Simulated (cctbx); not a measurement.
**Which space group?**

Cell: a = 11.6128 Å, b = 6.6270 Å, c = 6.1170 Å, α = 90.00°, β = 121.28°, γ = 90.00°. Expected content of the cell: I4 Cu8 Mg2 O12.

Simulated single-crystal data (cctbx): Ag Kα, λ = 0.56087 Å, to d = 0.65 Å, 80 % of the full sphere, strongest reflection 40000 counts, noise from counting, a 2 % proportional error and a noise floor of 2 counts (s.d.); no absorption.

A first pass over the reflections prints:

```text
5002 reflections to d = 0.650 A
centring   violations  <I/sigma> of those
    A       1189 of  2546     12.2
    B       1189 of  2504     12.4
    C          0 of  2510      0.0
    I       1181 of  2479     12.3
    R       1542 of  3320     12.4
    F       1189 of  3780      8.2
Laue class    unique    Rint  (classes that these axes allow; Friedel mates merged)
C 1 2/m 1         819   0.020
space group    extra absences  I>4sigma  <I/sigma>
C 1 2 1                 0          0         -  acentric
C 1 m 1                 0          0         -  acentric
C 1 2/m 1               0          0         -  centric
Wilson B = 0.43 A^2   <|E^2-1|> = 0.788 (0.968 centric, 0.736 acentric)   E^2>4: 2.3 %
shell (A)         n   <I/sigma>
 5.51 - 1.30    110     47.9
 1.30 - 1.03    106     44.6
 1.03 - 0.90     99     40.6
 0.90 - 0.82    100     39.2
 0.82 - 0.76    104     36.7
 0.76 - 0.72    107     34.0
 0.72 - 0.68     89     34.1
 0.68 - 0.65    104     32.3
```

**Question.** What are the lattice type, the Laue class and the likely space group?

The reflections that C centring forbids are absent (⟨I/σ⟩ near 0), so the lattice is C.

Only C 1 2/m 1 fits these axes (Rint 0.020); a search for a hidden higher lattice was not made.

3 settings pass the absence test. No glide or screw absences show, which leaves C 1 2 1, C 1 m 1 and C 1 2/m 1.

⟨|E²−1|⟩ = 0.788 leans to a non-centrosymmetric structure. The Wilson B of 0.43 Å² means U ≈ 0.0054 Å².

The true group is C2 (no. 5), Laue class 2/m, non-centrosymmetric. The tables only narrow the choice to the tied entries; cell content, site symmetry and trial solutions must settle it.

The model was made for the exercise: a known structure type with other elements put in, its volume estimated, not relaxed; displacement parameters are assumed.

[Logs are printed without paths, hosts, clocks, repeated set-up lines and the standing remarks that a program may print on its own settings, such as how far it seeks lower states.]
